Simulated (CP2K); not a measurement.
Two runs for the N K edge of thiazole. Run A: CP2K XAS_TDP, all-electron GAPW, PBEh(45%), aug-cc-pVDZ, TDA, no relativity. Run B differs in one setting.

First lines with a strength over 0.0015. A:

| atom | energy (eV) | states | strength, one atom |
| --- | --- | --- | --- |
| N5 (bonded to 2 C) | 395.29 | 1 | 0.0493 |
|  | 398.23 | 1 | 0.0063 |
|  | 399.18 | 1 | 0.0081 |
|  | 400.26 | 1 | 0.0033 |
|  | 401.09 | 1 | 0.0018 |

B:

| atom | energy (eV) | states | strength, one atom |
| --- | --- | --- | --- |
| N5 (bonded to 2 C) | 400.03 | 1 | 0.0487 |
|  | 402.96 | 1 | 0.0062 |
|  | 403.91 | 1 | 0.0080 |
|  | 405.00 | 1 | 0.0032 |
|  | 405.82 | 1 | 0.0017 |

**Question.** Which was it: the basis, scalar relativity switched on, GW2X switched on, the functional?

GW2X switched on. GW2X shifts an atom's lines together and keeps their spacings. Against PBEh(45%) in aug-cc-pVDZ, the leading line moves by +4.74 eV, to 400.03 eV.

[Hosts, paths, dates, database ids (printed as entryN), source tags and the programs' standing remarks are cut or masked in the printed files.]
